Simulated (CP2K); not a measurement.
Two runs for the C K edge of 1,2-dichloroethane. Run A: CP2K XAS_TDP, all-electron GAPW, PBEh(45%), aug-pc-1, TDA, no relativity. Run B differs in one setting.

First lines with a strength over 0.0015. A:

```csv
atom,energy (eV),states,"strength, one atom"
"C2 (bonded to C, Cl and 2 H), 2 alike",283.31,1,0.0610
,285.34,1,0.0150
,285.89,1,0.0180
,286.22,1,0.0090
,286.98,1,0.0016
```

B:

```csv
atom,energy (eV),states,"strength, one atom"
"C2 (bonded to C, Cl and 2 H), 2 alike",287.12,1,0.0711
,290.00,1,0.0232
,290.45,1,0.0378
,291.18,1,0.0058
,292.14,1,0.0033
```

Which was it: GW2X switched on, the basis, the functional, scalar relativity switched on?

The functional (functional from PBEh(45%) to PBEh(60%); the lines alone don't name the new value). A functional moves all lines by electronvolts and changes their spacings and strengths. Against PBEh(45%) in aug-pc-1, the leading line moves by +3.81 eV, to 287.12 eV; the strength of C2's goes from 0.0610 to 0.0711. The next line of C2 over the strength cut lies 2.88 eV higher, against 2.03.

[Banner, clock and machine lines of the logs are left out without a mark of their own.]

[Logs are printed without paths, hosts, clocks, repeated set-up lines and the standing remarks that a program may print on its own settings, such as how far it seeks lower states.]

[Hosts, paths, dates, database ids (printed as entryN), source tags and the programs' standing remarks are cut or masked in the printed files.]
